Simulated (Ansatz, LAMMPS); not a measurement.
# Convergence of a linear-scaling basis for glassy 67P2O5-33Li2O (mol %) (68 atoms), part 2 of 3

Wanted: errors and times of a linear-scaling basis for glassy 67P2O5-33Li2O (mol %) (68 atoms). A setting counts as converged where the r.m.s. difference of forces stays under 1 % of the r.m.s. force.

Ansatz 0.2.0; Kohn-Sham DFT, PBE, PAW (set soft_2), plane waves.

The cell: 16 P, 8 Li and 44 O. The quench rate of 20 K/ps is orders of magnitude faster than experiment. The starting topology of bonds comes from the classical model. Only the Γ point is sampled, in a cell whose shortest periodic width is 9 Å.

So far. Step 4 (Support functions low): Forces differ from the reference by 0.77 meV/Å r.m.s., 0.051 % of their size, well within a tolerance of 1 %; the energy by -5.2 meV/atom. Step 5 (Support functions medium): Forces differ from the reference by 0.77 meV/Å r.m.s., 0.051 % of their size, well within a tolerance of 1 %; the energy by -5.2 meV/atom.

## 6. Support functions high

The cell is solved in localised support functions.

This step: Kohn-Sham DFT, PBE, PAW (set soft_2), localised support functions (high) (Ansatz 0.2.0).

input.yaml reads:

```yaml
crystal:
  lattice:
    - [9.413, 0.0, 0.0]
    - [0.0, 9.413, 0.0]
    - [0.0, 0.0, 9.413]
  atoms:
    [... the 68 atom lines of step 3 ...]
kpoints:
  mp_grid: { grid: [1, 1, 1] }
hamiltonian:
  xc: pbe
scf:
  occupations: { method: gaussian, width: 0.025 }
  eigensolver: { kind: { support_functions: { accuracy: high } } }
  max_iter: 150
output:
  forces: true
  eigenvalues: true
```

Run with:

```sh
$ ansatz run input.yaml --threads 4 --pin off --max-ram 8192MiB --backend cpu --events-out ev --progress --plain --runs-dir out
```

Log:

```text
Warning: scf.eigensolver.kind.support_functions: disabling space-group detection — the functions' gradient is summed over unrotated k-points, so no spatial operation reduces the k-mesh or symmetrises the density; time reversal is kept, so that k and −k are solved as one point where they differ and the mesh holds both, and exact exchange and, on two spinor components, a DFT+U term hold to it where the run has them: [...]
Warning: basis.ecutwfc = 631 eV, auto-derived: no grid that the accuracy of the support functions lays serves the files at the lower one that their records recommend; a deck with other species or settings can derive another value
settings of this run that can trade accuracy for cost: scf.eigensolver.kind.support_functions [...]
Engine: ansatz 0.2.0, x86_64-unknown-linux-gnu
Pseudopotentials: kind: paw
Pseudopotential: P, paw, valence charge 5, recommended cutoff 420 eV (normal), P.paw.azcp
Pseudopotential: Li, paw, valence charge 3, recommended cutoff 420 eV (normal), Li.paw.azcp
Pseudopotential: O, paw, valence charge 6, recommended cutoff 420 eV (normal), O.paw.azcp
Functional definition: PBE
  parameter kappa = 0.804
  parameter beta = 0.066725
  exchange = pbe_x(kappa = kappa, mu = beta*pi^2/3)
  correlation = pbe_c(beta = beta)
Error: memory limit exceeded: the `scf loop` phase needs 9.72 GiB against the run's memory maximum of 8.00 GiB; largest carriers: support functions 8.05 GiB, density mixer 0.52 GiB, unmodelled-tail allowance 0.36 GiB, ion tables 0.30 GiB, support function tables 0.15 GiB; [...]
with nothing else changed it takes a maximum of at least 9.72 GiB, with nothing to spare, and 10.69 GiB leaves up to a tenth: --max-ram 10.69GiB where that set the maximum, else more of the term that did, and with no share typed, where 10.69 GiB is over 0.88 of the host's memory or its container's limit, [...]
```

Elapsed: 3 s, on 4 threads of AMD EPYC 9R45, shared host; peak memory 0.54 GiB.

The input was rejected at the start.

The program's message: “Error: memory limit exceeded: the `scf loop` phase needs 9.72 GiB against the run's memory maximum of 8.00 GiB; largest carriers: support functions 8.05 GiB, density mixer 0.52 GiB, unmodelled-tail al …”

The refusal is over memory: the job needs 9.72 GiB where 8.00 GiB were allowed.

## 7. Support functions medium, radius 3.05 Å

The radius confines each support function; a larger one gives more freedom and more work per atom.

This step: Kohn-Sham DFT, PBE, PAW (set soft_2), localised support functions (medium) (Ansatz 0.2.0).

input.yaml, the sections that differ from step 6:

```yaml
scf:
  occupations: { method: gaussian, width: 0.025 }
  eigensolver: { kind: { support_functions: { accuracy: medium, radius: 3.05 } } }
  max_iter: 150
# crystal, kpoints, hamiltonian, output: as in step 6
```

Log:

```text
Warning: scf.eigensolver.kind.support_functions: disabling space-group detection — the functions' gradient is summed over unrotated k-points, so no spatial operation reduces the k-mesh or symmetrises the density; time reversal is kept, so that k and −k are solved as one point where they differ and the mesh holds both, and exact exchange and, on two spinor components, a DFT+U term hold to it where the run has them: [...]
Warning: basis.ecutwfc = 464 eV, auto-derived: no grid that the accuracy of the support functions lays serves the files at the lower one that their records recommend; a deck with other species or settings can derive another value
settings of this run that can trade accuracy for cost: scf.eigensolver.kind.support_functions [...]
Engine: ansatz 0.2.0, x86_64-unknown-linux-gnu
Pseudopotentials: kind: paw
Pseudopotential: P, paw, valence charge 5, recommended cutoff 420 eV (normal), P.paw.azcp
Pseudopotential: Li, paw, valence charge 3, recommended cutoff 420 eV (normal), Li.paw.azcp
Pseudopotential: O, paw, valence charge 6, recommended cutoff 420 eV (normal), O.paw.azcp
[... 5 lines on functional and potentials left out ...]
Error: SCF: the radius of support functions is under 3.41 Å, the least for these sites at the functions' level (scf.eigensolver.kind.support_functions.accuracy). Use scf.eigensolver.kind: auto, or type scf.eigensolver.kind.support_functions.radius at least as long, [...]
```

The job ended after 2.2 s (4 threads; peak memory 0.27 GiB; 6.6 s of CPU time).

The program refuses radii under 3.41 Å for these atoms at this level.

## 8. Support functions medium, radius 3.48 Å

The radius confines each support function; a larger one gives more freedom and more work per atom. Besides, the program derives a nominal cutoff of 464 eV for this run, against the reference's 420.

input.yaml, the sections that differ from step 7:

```yaml
scf:
  occupations: { method: gaussian, width: 0.025 }
  eigensolver: { kind: { support_functions: { accuracy: medium, radius: 3.48 } } }
  max_iter: 150
# crystal, kpoints, hamiltonian, output: as in step 7
```

Log:

```text
[...]
Crystal: 68 atoms, lattice volume = 834.035 Å³
Basis set: ecut = 464 eV, 18949 PW (Γ), exchange–correlation on 144×144×144 points (8 copies of the dense FFT grid, shifted against one another)
Bands: 221, of which v1, the nominal top of the filled ones, is band 184 counted from 1 (183 counted from 0)
Symmetry: 1 space group operations
k-points: 1
[...]
SCF iter   1: F=—  HF=-38689.383622 eV  |F-HF|=—  |Δ(HF+E_count)|=         —  Δρ=1.25e-1  dr2=1.46e2  ethr=1.00e-1
[...]
SCF iter  12: F=—  HF=-38715.661001 eV  |F-HF|=—  |Δ(HF+E_count)|=   1.79e-3  Δρ=2.78e-5  dr2=7.23e-6  ethr=6.76e-9  κ⁻¹=2.6e-5(r=7)
SCF iter  13: F=-38715.662397 eV  HF=-38715.662396 eV  |F-HF|=4.35e-7  |Δ(HF+E_count)|=   1.40e-3  Δρ=9.54e-6  dr2=1.15e-6  ethr=1.97e-9
SCF 1 converged in 13 iterations: F = -38715.679039 eV  dr2 = 1.15e-6
[...]
SCF converged after 13 iterations
[...]
Free energy (F): -38715.679039 eV
[...]
Internal energy: -38715.679039 eV  (E = F + TS)
E sigma→0 (E₀):  -38715.679039 eV
Fermi energy:    4.881480 eV
[...]
Σ components = -38715.679039   (vs F -38715.679039, Δ=0.00e0)
--- Forces (eV/Å), atoms counted from 1 ---
  atom   1  P      0.51307473     2.91679713     0.10409245
  atom   2  P     -0.59508151    -1.96953201     2.22853579
  atom   3  P      1.51547469    -0.19323253    -1.49648560
  atom   4  P     -1.62442860    -0.65975537     1.90693404
[...]
atom  68  O     -0.14774676     1.16303886     1.39709832
  max |Σ_I F_I| component: 4.58e-3 eV/Å
--- Band table (eV) ---
[...]
```

Wall time 30 s (4 threads); peak memory 2.6 GiB.

Keys that differ from the reference: support_functions.accuracy = "medium", support_functions.radius = 3.48 and scf.max_iter = 150.

Forces differ from the reference by 0.82 meV/Å r.m.s., 0.054 % of their size, well within a tolerance of 1 %; the energy by -5.2 meV/atom.

## 9. Support functions medium, radius 3.73 Å

The radius confines each support function; a larger one gives more freedom and more work per atom. Besides, the program derives a nominal cutoff of 464 eV for this run, against the reference's 420.

input.yaml, the sections that differ from step 8:

```yaml
scf:
  occupations: { method: gaussian, width: 0.025 }
  eigensolver: { kind: { support_functions: { accuracy: medium, radius: 3.73 } } }
  max_iter: 150
# crystal, kpoints, hamiltonian, output: as in step 8
```

Log:

```text
[...]
Crystal: 68 atoms, lattice volume = 834.035 Å³
Basis set: ecut = 464 eV, 18949 PW (Γ), exchange–correlation on 144×144×144 points (8 copies of the dense FFT grid, shifted against one another)
Bands: 221, of which v1, the nominal top of the filled ones, is band 184 counted from 1 (183 counted from 0)
Symmetry: 1 space group operations
k-points: 1
[...]
SCF iter   1: F=—  HF=-38691.555166 eV  |F-HF|=—  |Δ(HF+E_count)|=         —  Δρ=1.25e-1  dr2=1.45e2  ethr=1.00e-1
[...]
SCF iter  12: F=—  HF=-38715.671414 eV  |F-HF|=—  |Δ(HF+E_count)|=   8.29e-4  Δρ=2.81e-5  dr2=7.26e-6  ethr=6.70e-9  κ⁻¹=2.6e-5(r=7)
SCF iter  13: F=-38715.672061 eV  HF=-38715.672060 eV  |F-HF|=4.67e-7  |Δ(HF+E_count)|=   6.46e-4  Δρ=9.47e-6  dr2=1.18e-6  ethr=1.97e-9
SCF 1 converged in 13 iterations: F = -38715.679040 eV  dr2 = 1.18e-6
[...]
SCF converged after 13 iterations
[...]
Free energy (F): -38715.679040 eV
[...]
Internal energy: -38715.679040 eV  (E = F + TS)
E sigma→0 (E₀):  -38715.679040 eV
Fermi energy:    4.881368 eV
[...]
Σ components = -38715.679040   (vs F -38715.679040, Δ=0.00e0)
--- Forces (eV/Å), atoms counted from 1 ---
  atom   1  P      0.51354037     2.91647351     0.10399365
  atom   2  P     -0.59518312    -1.96937410     2.22930380
  atom   3  P      1.51505991    -0.19329498    -1.49627734
  atom   4  P     -1.62317329    -0.65956668     1.90731077
[...]
atom  68  O     -0.14770197     1.16320111     1.39684285
  max |Σ_I F_I| component: 1.77e-3 eV/Å
--- Band table (eV) ---
[...]
```

The job ended after 35 s (4 threads; peak memory 2.9 GiB).

Keys that differ from the reference: support_functions.accuracy = "medium", support_functions.radius = 3.73 and scf.max_iter = 150.

Forces differ from the reference by 0.77 meV/Å r.m.s., 0.051 % of their size, well within a tolerance of 1 %; the energy by -5.2 meV/atom.

## 10. Support functions medium, radius 3.94 Å

The radius confines each support function; a larger one gives more freedom and more work per atom. Besides, the program derives a nominal cutoff of 464 eV for this run, against the reference's 420.

input.yaml, the sections that differ from step 9:

```yaml
scf:
  occupations: { method: gaussian, width: 0.025 }
  eigensolver: { kind: { support_functions: { accuracy: medium, radius: 3.94 } } }
  max_iter: 150
# crystal, kpoints, hamiltonian, output: as in step 9
```

Log:

```text
[...]
Crystal: 68 atoms, lattice volume = 834.035 Å³
Basis set: ecut = 464 eV, 18949 PW (Γ), exchange–correlation on 144×144×144 points (8 copies of the dense FFT grid, shifted against one another)
Bands: 221, of which v1, the nominal top of the filled ones, is band 184 counted from 1 (183 counted from 0)
Symmetry: 1 space group operations
k-points: 1
[...]
SCF iter   1: F=—  HF=-38692.465663 eV  |F-HF|=—  |Δ(HF+E_count)|=         —  Δρ=1.25e-1  dr2=1.45e2  ethr=1.00e-1
[...]
SCF iter  12: F=—  HF=-38715.675326 eV  |F-HF|=—  |Δ(HF+E_count)|=   4.48e-4  Δρ=2.80e-5  dr2=7.20e-6  ethr=6.67e-9  κ⁻¹=2.4e-5(r=7)
SCF iter  13: F=-38715.675671 eV  HF=-38715.675671 eV  |F-HF|=4.92e-7  |Δ(HF+E_count)|=   3.45e-4  Δρ=9.76e-6  dr2=1.22e-6  ethr=1.96e-9
SCF 1 converged in 13 iterations: F = -38715.679041 eV  dr2 = 1.22e-6
[...]
SCF converged after 13 iterations
[...]
Free energy (F): -38715.679041 eV
[...]
Internal energy: -38715.679041 eV  (E = F + TS)
E sigma→0 (E₀):  -38715.679041 eV
Fermi energy:    4.881413 eV
[...]
Σ components = -38715.679041   (vs F -38715.679041, Δ=0.00e0)
--- Forces (eV/Å), atoms counted from 1 ---
  atom   1  P      0.51352171     2.91628677     0.10399408
  atom   2  P     -0.59513473    -1.96943596     2.22924202
  atom   3  P      1.51506412    -0.19317250    -1.49648557
  atom   4  P     -1.62308344    -0.65958981     1.90746769
[...]
atom  68  O     -0.14771557     1.16324370     1.39685351
  max |Σ_I F_I| component: 1.47e-3 eV/Å
--- Band table (eV) ---
[...]
```

It took 41 s on 4 threads; peak memory 3.2 GiB; 2.6 min of CPU time.

Keys that differ from the reference: support_functions.accuracy = "medium", support_functions.radius = 3.94 and scf.max_iter = 150.

Forces differ from the reference by 0.77 meV/Å r.m.s., 0.051 % of their size, well within a tolerance of 1 %; the energy by -5.2 meV/atom.

## 11. Changed: crystal.symmetry.detect = false

Changed here: crystal.symmetry.detect = false.

This step: Kohn-Sham DFT, PBE, PAW (set soft_2), plane waves (Ansatz 0.2.0).

input.yaml reads:

```yaml
crystal:
  lattice:
    - [9.413, 0.0, 0.0]
    - [0.0, 9.413, 0.0]
    - [0.0, 0.0, 9.413]
  atoms:
    [... the 68 atom lines of step 3 ...]
  symmetry: { detect: false }
kpoints:
  mp_grid: { grid: [1, 1, 1] }
hamiltonian:
  xc: pbe
scf:
  occupations: { method: gaussian, width: 0.025 }
output:
  forces: true
  stress: true
  populations: true
  dos:
    method: { smearing: { sigma: 0.15 } }
    de: 0.1
    projected: { site_lists: { Li: [Li], O: [O], P: [P] } }
  eigenvalues: true
```

Log:

```text
[...]
Crystal: 68 atoms, lattice volume = 834.035 Å³
Basis set: ecut = 420 eV, 16279 PW (Γ), exchange–correlation on 128×128×128 points (8 copies of the dense FFT grid, shifted against one another)
Bands: 252, of which v1, the nominal top of the filled ones, is band 184 counted from 1 (183 counted from 0)
Symmetry: 1 space group operations
k-points: 1
[...]
SCF iter   1: F=—  HF=-38715.419430 eV  |F-HF|=—  |Δ(HF+E_count)|=         —  Δρ=5.42e-3  dr2=3.33e-1  ethr=1.77e-3  ⟨swp⟩=7.0  Hψ=1336  notcnv=0  defer=52
[...]
SCF iter   9: F=—  HF=-38715.324383 eV  |F-HF|=—  |Δ(HF+E_count)|=   1.02e-6  Δρ=5.01e-6  dr2=1.81e-7  ethr=2.66e-10  ⟨swp⟩=3.0  Hψ=428  notcnv=0  defer=60
SCF iter  10: F=-38715.324383 eV  HF=-38715.324383 eV  |F-HF|=1.70e-9  |Δ(HF+E_count)|=   7.40e-8  Δρ=2.28e-6  dr2=3.64e-8  ethr=2.72e-11  ⟨swp⟩=18.0  Hψ=1805  notcnv=0
SCF 1 converged in 10 iterations: F = -38715.324383 eV  dr2 = 3.64e-8
[...]
SCF converged after 10 iterations
Free energy (F): -38715.324383 eV
[...]
Internal energy: -38715.324383 eV  (E = F + TS)
E sigma→0 (E₀):  -38715.324383 eV
Fermi energy:    4.881433 eV
[...]
Σ components = -38715.324383   (vs F -38715.324383, Δ=0.00e0)
--- Forces (eV/Å), atoms counted from 1 ---
  atom   1  P      0.51345904     2.91638143     0.10436507
  atom   2  P     -0.59558792    -1.96944613     2.23018868
  atom   3  P      1.51484915    -0.19368248    -1.49625276
  atom   4  P     -1.62250290    -0.65945249     1.90756288
[...]
atom  68  O     -0.14767858     1.16215835     1.39644997
  max |Σ_I F_I| component: 3.98e-5 eV/Å
--- Stress (GPa, compression-positive) ---
        0.937135      -1.404170      -1.979769
       -1.404177       2.624820       0.318900
       -1.979774       0.318906       3.138498
  P = ⅓ Tr σ = 2.2335 GPa (22.335 kbar)
--- Band table (eV) ---
[...]
--- Löwdin populations: 68 sites ---
  site symbol       q [e]
     0      P      2.8084
     1      P      2.7781
     2      P      2.7583
[...]
67      O      6.8548
  spilling = 0.017261 (of n_electrons = 368.000000)
```

Run time: 2.8 s. Hardware: 4 threads; peak memory 0.97 GiB; 9.8 s of CPU time.

Forces differ from the reference by 0 meV/Å r.m.s., 0 % of their size.

## 12. All settings compared

Differences are against the plane-wave reference (Kohn-Sham DFT, PBE, PAW (set soft_2), plane waves), whose r.m.s. force component is 1.51 eV/Å. Energies are set beside the reference only for runs with its functional, potentials and electron count. Times are for 4 threads of AMD EPYC 9R45, shared host. The reference's time includes the DOS, the stress and grids, which some other runs skip.

```csv
run,"Δ force, r.m.s. (meV/Å)",share of r.m.s. force (%),Δ energy (meV/atom),Δ pressure (GPa),Δ gap (eV),cycles,time,host memory (GiB)
reference,-,-,-,-,-,10,3.8 s,0.99
support functions low,0.765,0.0508,-5.21,-,5.0e-4,12,31 s,2.7
support functions medium,0.77,0.0511,-5.22,-,1.0e-4,13,33 s,2.7
"support functions medium, radius 3.48 Å",0.816,0.0542,-5.22,-,-1.0e-4,13,30 s,2.6
"support functions medium, radius 3.73 Å",0.766,0.0509,-5.22,-,2.0e-4,13,35 s,2.9
"support functions medium, radius 3.94 Å",0.765,0.0508,-5.22,-,1.0e-4,13,41 s,3.2
crystal.symmetry.detect = false,0,0,-,0,0,10,2.8 s,0.97
```

## 13. The reference in detail

The comparisons rest on this run, so its electronic structure is set out here.

Neighbours are counted within 2.11 Å (O-P), 2.58 Å (O-Li).

Length of the force by element and coordination:

```csv
element,coordination,atoms,mean length of the force (eV/Å),spread,least,most
Li,all,8,0.946,0.446,0.270,1.49
Li,3,1,1.18,0,1.18,1.18
Li,4,5,0.993,0.452,0.310,1.49
Li,5,2,0.714,0.444,0.270,1.16
O,all,44,1.95,1.11,0.571,5.10
O,1,2,1.52,0.595,0.930,2.12
O,2,30,1.96,1.08,0.571,5.10
O,3,10,2.08,1.29,0.711,4.38
O,4,2,1.67,0.413,1.26,2.08
P,all,16,3.55,1.36,1.30,5.88
P,4,13,3.77,1.41,1.30,5.88
P,5,3,2.62,0.351,2.14,2.96
```

Löwdin charges by element and coordination (they lack the spilled electrons, 0.093 e an atom on average):

```csv
element,coordination,atoms,mean charge (e),spread,least,most
Li,all,8,0.765,0.0167,0.743,0.799
Li,3,1,0.799,0,0.799,0.799
Li,4,5,0.762,0.0103,0.746,0.776
Li,5,2,0.753,0.0107,0.743,0.764
O,all,44,-0.801,0.085,-0.956,-0.665
O,1,2,-0.885,0.0138,-0.899,-0.872
O,2,30,-0.763,0.0689,-0.919,-0.665
O,3,10,-0.871,0.0531,-0.956,-0.786
O,4,2,-0.942,0.0033,-0.945,-0.938
P,all,16,2.22,0.0341,2.17,2.28
P,4,13,2.22,0.036,2.17,2.28
P,5,3,2.21,0.0225,2.19,2.24
```

Density of states as counts of states in windows of 1 eV (from the Fermi level), total and the larger projections:

```csv
from (eV),to (eV),total,O p,P p,O s
-14,-13,6.8,4.3,1.3,0.6
-13,-12,11.4,7.5,2.7,0.6
-12,-11,6.1,4.2,1.5,0.2
-11,-10,7.2,4.9,1.5,0.4
-10,-9,3.9,2.9,0.6,0.3
-9,-8,13.8,10.7,1.3,1.2
-8,-7,26.7,21.9,1.9,1.8
-7,-6,28.6,23.3,2.0,2.0
-6,-5,34.8,30.3,1.7,1.6
-5,-4,32.2,29.2,1.1,0.8
-4,-3,31.5,29.0,1.1,0.5
-3,-2,28.4,26.6,0.8,0.3
-2,-1,17.6,16.8,0.3,0.1
-1,0,4.6,4.4,0.1,0.0
0,1,2.0,0.4,0.3,0.4
1,2,2.0,0.4,0.4,0.4
2,3,4.3,0.7,1.1,0.8
3,4,7.8,1.1,2.4,1.2
4,5,11.6,1.5,3.9,1.3
```

Between -26 and -14 eV lie 98 more states.

The levels nearest the highest filled one (over half full), pooled over k-points and spins:

```csv
level less the highest filled one (eV),occupation
-0.893,2
-0.872,2
-0.700,2
-0.367,2
-0.268,2
0,2
1.24,0
2.32,0
3.05,0
3.51,0
3.70,0
3.93,0
```

Electrostatic potential energy in the ab plane at fractional z = 0.517, with atoms of P and Li and O within 0.2 Å of it. With pseudopotentials it is smooth inside the atoms' cores, unlike the true potential.

Ten even steps from '0' (-49 eV) to '9' (11 eV), each cell a mean:
```
99888899998423100168999999
99999999999987200168999999
99999999999998522589999999
99999999999999865899999999
99999999999999855899999999
99998657999999987999999999
99996113899999999999999999
99986104899999999999999999
99988657999999999999999989
89988889999999999998888524
79998889999999999987445202
99999767899999999872002334
99999746788889999861001689
99999866435668999973003799
99999973001679999987546899
99999972001689999998423799
99999985113789999998412799
99999976667899999999755899
99999987899999999999888899
99999999999999999999887899
99877899999999999999888899
98644789999989999866889999
98633689998424877744799999
99755789996102422467999999
```
Columns run along a (9.4 Å; values clipped at the 3rd and 97th percentile), rows up along b (9.4 Å). Atoms in or near the plane, at fractional coordinates: P at (0.34, 0.35), P at (0.80, 0.47), P at (0.61, 0.95), Li at (0.14, 0.06), O at (0.94, 0.56), O at (0.23, 0.70), O at (0.46, 0.01).

(Part 2 of 3 ends here.)

[Long decimals in the printed logs are rounded to 6 places.]

[Logs are printed without paths, hosts, clocks, repeated set-up lines and the standing remarks that a program may print on its own settings, such as how far it seeks lower states.]

[Hosts, paths, dates, database ids (printed as entryN), source tags and the programs' standing remarks are cut or masked in the printed files.]
